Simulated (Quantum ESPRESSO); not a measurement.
# Cr2O3 (Eskolaite): which magnetic order is lowest

Aim: find out which collinear order of Cr2O3 (Eskolaite) costs least.

Method: PBEsol; plane waves with GBRV 1.5 PBEsol potentials, no spin-orbit coupling, in Quantum ESPRESSO 7.5.

This is a report of a sequence of runs, with most program output left out.

**1. The starting structure**

Symmetry: R-3c, No. 167, trigonal system. The conventional cell has a = 4.957 Å, b = 4.957 Å, c = 13.592 Å, α = 90.00°, β = 90.00°, γ = 120.00°. Nearest to Cr lie 6 O at 1.96 to 2.01 Å. Nearest to O lie 4 Cr at 1.96 to 2.01 Å. Farther neighbours and most contacts between anions are not listed.

Coordinates:

```cif
data_structure
_symmetry_space_group_name_H-M 'R-3c:H'
_symmetry_Int_Tables_number 167
_cell_length_a 4.9570
_cell_length_b 4.9570
_cell_length_c 13.5923
_cell_angle_alpha 90.000
_cell_angle_beta 90.000
_cell_angle_gamma 120.000
_cell_volume 289.24
loop_
_atom_site_label
_atom_site_type_symbol
_atom_site_symmetry_multiplicity
_atom_site_Wyckoff_symbol
_atom_site_fract_x
_atom_site_fract_y
_atom_site_fract_z
_atom_site_occupancy
Cr1 Cr 12 c 0.66667 0.33333 0.18081 1
O1 O 18 e 0.63913 0.66667 0.41667 1
```

The cell comes from the Crystallography Open Database.

**2. Run 1, typed as ferro ++++**

The signs are those of the starting moments on the seeded atoms, the atoms that are given a moment.

pw.in reads:

```
&CONTROL
  calculation = 'scf'
  prefix = 'pwscf'
  outdir = './tmp'
  pseudo_dir = './pseudo'
  disk_io = 'nowf'
/
&SYSTEM
  ibrav = 0
  celldm(1) = 8
  nat = 10
  ntyp = 2
  ecutwfc = 40
  ecutrho = 280
  nbnd = 66
  occupations = 'smearing'
  smearing = 'fd'
  degauss = 0.00367493
  nspin = 2
  starting_magnetization(1) = 0.2143
  starting_magnetization(2) = 0
/
&ELECTRONS
  conv_thr = 2d-08
  electron_maxstep = 150
  mixing_beta = 0.3
/
ATOMIC_SPECIES
Cr     51.9961 cr_pbesol_v1.5.uspp.F.UPF
O      15.9990 o_pbesol_v1.2.uspp.F.UPF
CELL_PARAMETERS alat
   0.5854607749856    0.3380159360411    1.0702385168308
  -0.5854607749856    0.3380159360411    1.0702385168308
   0.0000000000000   -0.6760318720822    1.0702385168308
ATOMIC_POSITIONS crystal
Cr      0.3474800000    0.3474800000    0.3474800000
Cr      0.1525200000    0.1525200000    0.1525200000
Cr      0.6525200000    0.6525200000    0.6525200000
Cr      0.8474800000    0.8474800000    0.8474800000
O       0.5558000000    0.9442000000    0.2500000000
O       0.2500000000    0.5558000000    0.9442000000
O       0.9442000000    0.2500000000    0.5558000000
O       0.4442000000    0.0558000000    0.7500000000
O       0.7500000000    0.4442000000    0.0558000000
O       0.0558000000    0.7500000000    0.4442000000
K_POINTS automatic
6 6 6 0 0 0
```

Launch:

```console
$ OMP_NUM_THREADS=1 mpirun -n 4 pw.x -nk 4 -in pw.in > pw.out
```

Run time: 69 s. Hardware: 4 MPI ranks of Intel Xeon 6975P-C (Granite Rapids), shared host; peak memory 0.8 GiB; 4.6 min of CPU time.

Spin moment in the atom's sphere by atom:

```tsv
atom	spin moment in the atom's sphere (μB)
Cr1	2.42
Cr2	2.42
Cr3	2.42
Cr4	2.42
O5	0.00
O6	0.00
O7	0.00
O8	0.00
O9	0.00
O10	0.00
```

Numbers from this step:

| Property | Result |
| --- | --- |
| smearing term TS | 5.13e-4 eV |
| magnetization | 12.00 μB |
| absolute magnetization | 12.24 μB |
| final state | ferromagnetic |

Spin density in the ac plane of the conventional cell at fractional y = 0.000, with atoms of Cr and O within 0.2 Å of it.

Ten even steps from '0' (0.0 e/Å³) to '9' (3.4 e/Å³), each cell a mean:
```
00000000000000
00000000000000
41000000000002
94100000000028
40000000000013
00000000000000
00000000000000
61000000000026
95100000000016
21000000000001
00000000000000
00000000000000
00000000000000
00000000000000
40000000000013
94100000000028
42000000000002
00000000000000
00000000000000
73000000000003
93000000000027
20000000000001
00000000000000
00000000000000
```
Columns run along a (5.0 Å), rows up along c (13.6 Å), edges of the conventional cell, whose origin can differ from the input's. Atoms in or near the plane, at fractional coordinates: Cr at (0.00, 0.85), Cr at (0.00, 0.65), Cr at (0.00, 0.15), Cr at (0.00, 0.35), O at (0.31, 0.75), O at (0.33, 0.42), O at (0.36, 0.08), O at (0.69, 0.25), O at (0.67, 0.58), O at (0.64, 0.92).

Valence density in the ac plane of the conventional cell at fractional y = 0.000, with atoms of Cr and O within 0.2 Å of it. It is the smooth field of the valence electrons, not physical close to the nuclei.

Ten even steps from '_' (0 e/Å³) to '@' (13 e/Å³), each cell a mean:
```
____________________________
________________--==::______
==..____________::--..____--
%%**____________________::@@
==..______________________--
______--==--________________
______::--::________________
**--____________________..**
##**____________________::%%
..______________--==::____..
________________::--..______
____________________________
____________________________
______..--==..______________
==..__..::--..____________--
##**____________________::@@
==..______________________--
________________..====..____
________________..----..____
##--____________________..**
%%++____________________::@@
..____..--==..____________..
______..::--..______________
____________________________
```
Columns run along a (5.0 Å), rows up along c (13.6 Å), edges of the conventional cell, whose origin can differ from the input's. Atoms in or near the plane, at fractional coordinates: Cr at (0.00, 0.85), Cr at (0.00, 0.65), Cr at (0.00, 0.15), Cr at (0.00, 0.35), O at (0.31, 0.75), O at (0.33, 0.42), O at (0.36, 0.08), O at (0.69, 0.25), O at (0.67, 0.58), O at (0.64, 0.92).

**3. Run 2 (antiferro +−−+)**

pw.in, as its differences from that of step 2:

```diff
@@ -11,6 +11,6 @@
   nat = 10
-  ntyp = 2
+  ntyp = 3
   ecutwfc = 40
   ecutrho = 280
-  nbnd = 66
+  nbnd = 60
   occupations = 'smearing'
@@ -20,3 +20,4 @@
   starting_magnetization(1) = 0.2143
-  starting_magnetization(2) = 0
+  starting_magnetization(2) = -0.2143
+  starting_magnetization(3) = 0
 /
@@ -28,3 +29,4 @@
 ATOMIC_SPECIES
-Cr     51.9961 cr_pbesol_v1.5.uspp.F.UPF
+Cr1    51.9961 cr_pbesol_v1.5.uspp.F.UPF
+Cr2    51.9961 cr_pbesol_v1.5.uspp.F.UPF
 O      15.9990 o_pbesol_v1.2.uspp.F.UPF
@@ -35,6 +37,6 @@
 ATOMIC_POSITIONS crystal
-Cr      0.3474800000    0.3474800000    0.3474800000
-Cr      0.1525200000    0.1525200000    0.1525200000
-Cr      0.6525200000    0.6525200000    0.6525200000
-Cr      0.8474800000    0.8474800000    0.8474800000
+Cr1     0.3474800000    0.3474800000    0.3474800000
+Cr2     0.1525200000    0.1525200000    0.1525200000
+Cr2     0.6525200000    0.6525200000    0.6525200000
+Cr1     0.8474800000    0.8474800000    0.8474800000
 O       0.5558000000    0.9442000000    0.2500000000
```

Run time: 75 s. Hardware: 4 MPI ranks; peak memory 0.76 GiB; 5 min of CPU time.

Spin moment in the atom's sphere by atom:

```tsv
atom	spin moment in the atom's sphere (μB)
Cr1	2.23
Cr2	-2.23
Cr3	-2.23
Cr4	2.23
O5	0.00
O6	0.00
O7	0.00
O8	0.00
O9	0.00
O10	0.00
```

Numbers from this step:

- smearing term TS: 4.98e-7 eV
- magnetization: 0 μB
- absolute magnetization: 11.44 μB
- final state: antiferromagnetic

Spin density in the ac plane of the conventional cell at fractional y = 0.000, with atoms of Cr and O within 0.2 Å of it.

Values in e/Å³, 24 rows by 14 columns, each cell a mean:
```
 0.0  0.0  0.0  0.0  0.0  0.0  0.0  0.0  0.0  0.0  0.0  0.0  0.0  0.0
 0.1  0.1  0.0  0.0  0.0  0.0  0.0  0.0  0.0  0.0  0.0  0.0  0.0  0.1
 1.5  0.6  0.2  0.0  0.0  0.0  0.0  0.0  0.1 -0.1 -0.1  0.0  0.1  0.7
 3.1  1.5  0.3  0.1  0.0  0.0  0.0  0.0  0.0  0.0  0.0  0.1  0.8  2.6
 1.4  0.2  0.0  0.0  0.0  0.0  0.0  0.0  0.0  0.0  0.0  0.1  0.4  1.2
 0.1  0.0  0.0 -0.1  0.0  0.1  0.0  0.0  0.0  0.0  0.0  0.0  0.0  0.1
-0.2 -0.1  0.0  0.1  0.0 -0.1  0.0  0.0  0.0  0.0  0.0  0.0 -0.1 -0.2
-2.2 -0.4 -0.1  0.0  0.0  0.0  0.0  0.0  0.0  0.0  0.0 -0.1 -0.6 -1.9
-3.0 -1.7 -0.4 -0.1  0.0  0.0  0.0  0.0  0.0  0.0  0.0 -0.1 -0.5 -1.9
-0.6 -0.3 -0.1  0.0  0.0  0.0  0.0  0.0 -0.1  0.0  0.1  0.0 -0.1 -0.4
-0.1  0.0  0.0  0.0  0.0  0.0  0.0  0.0  0.0 -0.1  0.0  0.0  0.0  0.0
 0.0  0.0  0.0  0.0  0.0  0.0  0.0  0.0  0.0  0.0  0.0  0.0  0.0  0.0
 0.0  0.0  0.0  0.0  0.0  0.0  0.0  0.0  0.0  0.0  0.0  0.0  0.0  0.0
 0.1  0.1  0.0  0.0  0.0  0.1  0.0  0.0  0.0  0.0  0.0  0.0  0.0  0.1
 1.2  0.2  0.0  0.0 -0.1  0.0  0.0  0.0  0.0  0.0  0.0  0.1  0.4  1.0
 3.0  1.5  0.3  0.0  0.0  0.0  0.0  0.0  0.0  0.0  0.0  0.2  0.8  2.7
 1.5  0.7  0.2  0.0  0.0  0.0  0.0  0.0  0.0  0.0  0.0  0.0  0.1  0.7
 0.1  0.1  0.0  0.0  0.0  0.0  0.0  0.0  0.0  0.0 -0.1  0.0  0.0  0.1
-0.2 -0.1  0.0  0.0  0.0  0.0  0.0  0.0  0.0 -0.1  0.1  0.0  0.0 -0.2
-2.5 -1.2 -0.3 -0.1  0.0  0.0  0.0  0.0  0.0  0.0  0.0 -0.1 -0.2 -1.0
-2.9 -1.0 -0.2  0.0  0.0  0.0  0.0  0.0  0.0  0.0  0.0 -0.2 -0.9 -2.5
-0.7 -0.2  0.0  0.0  0.1  0.0  0.0  0.0  0.0  0.0  0.0 -0.1 -0.2 -0.5
-0.1  0.0  0.0  0.0  0.0  0.0  0.0  0.0  0.0  0.0  0.0  0.0  0.0  0.0
 0.0  0.0  0.0  0.0  0.0  0.0  0.0  0.0  0.0  0.0  0.0  0.0  0.0  0.0
```
Columns run along a (5.0 Å), rows up along c (13.6 Å), edges of the conventional cell, whose origin can differ from the input's. Atoms in or near the plane, at fractional coordinates: Cr at (0.00, 0.85), Cr at (0.00, 0.65), Cr at (0.00, 0.15), Cr at (0.00, 0.35), O at (0.31, 0.75), O at (0.33, 0.42), O at (0.36, 0.08), O at (0.69, 0.25), O at (0.67, 0.58), O at (0.64, 0.92).

Valence density in the ac plane of the conventional cell at fractional y = 0.000, with atoms of Cr and O within 0.2 Å of it. It is the smooth field of the valence electrons, not physical close to the nuclei.

Values in e/Å³, 24 rows by 14 columns, each cell a mean:
```
 0  0  0  0  0  0  0  0  1  1  1  0  0  0
 0  0  0  0  0  0  0  1  4  6  3  1  0  0
 6  2  0  0  0  0  0  1  3  4  3  1  1  4
11  9  1  0  0  0  0  0  0  0  0  1  4 13
 6  2  1  1  1  1  0  0  0  0  0  0  1  5
 0  0  1  4  6  4  1  0  0  0  0  0  0  0
 1  1  1  3  4  3  1  0  0  0  0  0  0  1
 9  4  1  1  1  0  0  0  0  0  0  0  2  8
10  8  1  0  0  0  0  0  1  1  1  1  3 11
 2  1  0  0  0  0  0  1  4  6  3  1  1  2
 0  0  0  0  0  0  0  1  3  4  2  1  0  0
 0  0  0  0  0  0  0  0  0  1  0  0  0  0
 0  0  0  0  1  1  1  0  0  0  0  0  0  0
 0  0  0  2  5  5  2  1  0  0  0  0  0  0
 6  2  1  2  4  4  2  0  0  0  0  0  1  4
 9  9  1  0  0  0  0  0  0  0  0  0  4 13
 6  3  1  0  0  0  0  0  1  1  1  1  1  4
 0  0  0  0  0  0  0  1  2  6  5  2  1  0
 1  0  0  0  0  0  0  0  2  4  4  2  1  1
10  5  1  0  0  0  0  0  0  1  1  1  2  8
11  7  1  1  1  1  1  0  0  0  0  0  3 12
 2  1  1  2  5  6  2  1  0  0  0  0  1  2
 0  0  0  1  4  4  2  0  0  0  0  0  0  0
 0  0  0  0  0  1  0  0  0  0  0  0  0  0
```
Columns run along a (5.0 Å), rows up along c (13.6 Å), edges of the conventional cell, whose origin can differ from the input's. Atoms in or near the plane, at fractional coordinates: Cr at (0.00, 0.85), Cr at (0.00, 0.65), Cr at (0.00, 0.15), Cr at (0.00, 0.35), O at (0.31, 0.75), O at (0.33, 0.42), O at (0.36, 0.08), O at (0.69, 0.25), O at (0.67, 0.58), O at (0.64, 0.92).

**4. Run 3 (antiferro ++−−)**

pw.in, as its differences from that of step 3:

```diff
@@ -38,5 +38,5 @@
 Cr1     0.3474800000    0.3474800000    0.3474800000
-Cr2     0.1525200000    0.1525200000    0.1525200000
+Cr1     0.1525200000    0.1525200000    0.1525200000
 Cr2     0.6525200000    0.6525200000    0.6525200000
-Cr1     0.8474800000    0.8474800000    0.8474800000
+Cr2     0.8474800000    0.8474800000    0.8474800000
 O       0.5558000000    0.9442000000    0.2500000000
```

It took 75 s on 4 MPI ranks; peak memory 0.79 GiB.

Spin moment in the atom's sphere by atom:

```tsv
atom	spin moment in the atom's sphere (μB)
Cr1	2.24
Cr2	2.24
Cr3	-2.24
Cr4	-2.24
O5	-0.01
O6	-0.01
O7	-0.01
O8	0.01
O9	0.01
O10	0.01
```

This step gave:

| Property | Result |
| --- | --- |
| smearing term TS | 1.35e-5 eV |
| magnetization | 0 μB |
| absolute magnetization | 11.39 μB |
| final state | antiferromagnetic |

**5. Ranking**

An order is kept where moments of 0.15 μB or more survive with the typed signs; meshes match where a doubled cell samples the same k points as the first cell.

Orders:

```tsv
start	final state	typed order kept	energy over the lowest (meV a seeded atom)	largest site moment (μB)	net moment (μB a cell of the first run)	mesh matched	CPU time (s)
ferro ++++	ferromagnetic	yes	140.6	2.418	12	yes	277
antiferro +--+	antiferromagnetic	yes	0	2.232	0	yes	297.6
antiferro ++--	antiferromagnetic	yes	68.23	2.237	0	yes	297.2
```

**6. Couplings from the energies**

E = −Σ J e·e over ordered pairs of unit vectors, so each pair counts twice. As many shells are taken as there are differences of energy, so the couplings are solved for and no residual tests the model; further shells are folded in, and shells whose pairs keep their relative signs in all orders cancel and are not probed. Couplings from the energies:

```tsv
pair	distance (Å)	neighbours an atom	J (meV)
Cr-Cr	2.65	1	-34.11
Cr-Cr	2.888	3	-12.06
```

**7. Results**

| Property | Result |
| --- | --- |
| lowest state found | antiferromagnetic (from antiferro +--+) |
| largest site moment | 2.23 μB |
| next state with moments | antiferromagnetic, 68.2 meV a seeded atom higher |
| J of the weightiest shell (Cr-Cr, 2.89 Å; E = −Σ J e·e, ordered pairs) | -12.1 meV |

**Reading.** The largest moment changes by 7.7 % between the kept orders, a modest change. This is the lowest of 3 collinear or spinless starts, no proof of the ground state. No Hubbard term acts here. In such compounds local and semilocal functionals without one often delocalise the d electrons, and can shrink or lose moments and miss the size, sign and order of the couplings.

[Logs and program files are shortened in this print: banners, set-up blocks, solver, clock and traceback lines can be left out without a mark of their own.]

[Logs are printed without paths, hosts, clocks, repeated set-up lines and the standing remarks that a program may print on its own settings, such as how far it seeks lower states.]

[Hosts, paths, dates, database ids (printed as entryN), source tags and the programs' standing remarks are cut or masked in the printed files.]

[Where a cell is said to come from a database of computed structures, the database is the Materials Project.]
